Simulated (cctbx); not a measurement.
## Occupancies in La2Fe9Pt3

Cell a = 12.0730 Å, b = 7.0580 Å, c = 9.1740 Å, α = 90.00°, β = 90.00°, γ = 90.00°; space group Cmcm (no. 63); nominal formula La2Fe9Pt3.

Simulated single-crystal data (cctbx): Ag Kα, λ = 0.56087 Å, to d = 0.75 Å, 70 % of the full sphere, strongest reflection 20000 counts, noise from counting, a 3 % proportional error and a noise floor of 15 counts (s.d.); no absorption.

With every site full:

```text
Rint 0.039, 546 unique reflections to 0.75 A
cycle     R1     wR2    GooF  max shift (A)
   1  0.1015  0.2075   5.538   0.00277
   2  0.0262  0.0535   1.428   0.00000
final R1 0.0262 wR2 0.0535 GooF 1.428  parameters 40  data/parameter 13.7
atom        x        y        z      Ueq    occ   su(xyz)  su(Uiso or U11)
Pt1    0.66794  0.00000  0.00000   0.0080  1.000  0.00005  0.0002
Pt2    0.00000  0.00000  0.00000   0.0139  1.000  0.00000  0.0004
La1    0.66090  0.66341  0.25000   0.0124  1.000  0.00014  0.0004
Fe1    0.33844  0.32862  0.07459   0.0151  1.000  0.00025  0.0007
Fe2    0.50000  0.16968  0.93743   0.0149  1.000  0.00041  0.0011
Fe3    0.50000  0.37666  0.25000   0.0148  1.000  0.00050  0.0016
Fe4    0.39459  0.06026  0.25000   0.0140  1.000  0.00037  0.0011
difference map: max 3.38 min -5.96 rms 0.75
Q1    0.0000  0.3874  0.7500    4    3.79  1.33 A from Fe4
Q2    0.0000  0.4734  0.2500    4    3.37  1.41 A from Fe4
Q3    0.0000  0.4512  0.6447    8    2.81  1.60 A from Fe4
Q4    0.0704  0.1213  0.7500    8    2.71  0.85 A from Fe3
Q5    0.0000  0.1229  0.6780    8    2.71  0.66 A from Fe3
Q6    0.2101  0.0976  0.2500    8    2.24  0.75 A from La1
```

With the occupancies of the suspect sites free, each still typed as its main element:

```text
Rint 0.039, 546 unique reflections to 0.75 A
cycle     R1     wR2    GooF  max shift (A)
   1  0.0576  0.1149   3.070   0.00120
   6  0.0195  0.0353   0.945   0.00005
final R1 0.0195 wR2 0.0353 GooF 0.944  parameters 41  data/parameter 13.3
atom        x        y        z      Ueq    occ   su(xyz)  su(Uiso or U11)
Pt1    0.66789  0.00000  0.00000   0.0092  1.000  0.00004  0.0002
Pt2    0.00000  0.00000  0.00000   0.0098  0.898  0.00000  0.0003
La1    0.66087  0.66339  0.25000   0.0135  1.000  0.00009  0.0002
Fe1    0.33832  0.32858  0.07477   0.0162  1.000  0.00017  0.0004
Fe2    0.50000  0.16965  0.93768   0.0156  1.000  0.00027  0.0008
Fe3    0.50000  0.37658  0.25000   0.0161  1.000  0.00033  0.0011
Fe4    0.39461  0.06013  0.25000   0.0151  1.000  0.00025  0.0007
su of occupancy Pt2: 0.004
difference map: max 3.22 min -2.23 rms 0.62
Q1    0.0000  0.3877  0.7500    4    3.60  1.32 A from Fe4
Q2    0.0000  0.4717  0.2500    4    2.65  1.42 A from Fe4
Q3    0.1402  0.0206  0.7500    8    2.62  1.32 A from La1
Q4    0.0000  0.2150  0.2500    4    2.34  1.90 A from Fe2
Q5    0.0000  0.4507  0.6432    8    2.30  1.61 A from Fe4
Q6    0.0714  0.1177  0.7500    8    2.29  0.86 A from Fe3
```

**Question.** What is the disorder?

X-rays count electrons. Pt2 refines to 0.898(0.004), or 70.0 electrons; the site truly holds 0.9 Pt, 70.2 electrons, which is 0.900 of Pt. A value under 1 can't tell vacancies from a lighter guest, and one over 1 needs a heavier guest; chemistry or a second radiation must settle which. Occupancy correlates with U and the scale, so the match is approximate.

Freeing them takes R1 from 0.0262 to 0.0195 and GooF from 1.43 to 0.94.

This is a model crystal, built by substitution and not relaxed, with assumed displacement parameters.

[Middle refinement cycles are left out of these outputs.]

[Logs are printed without paths, hosts, clocks, repeated set-up lines and the standing remarks that a program may print on its own settings, such as how far it seeks lower states.]
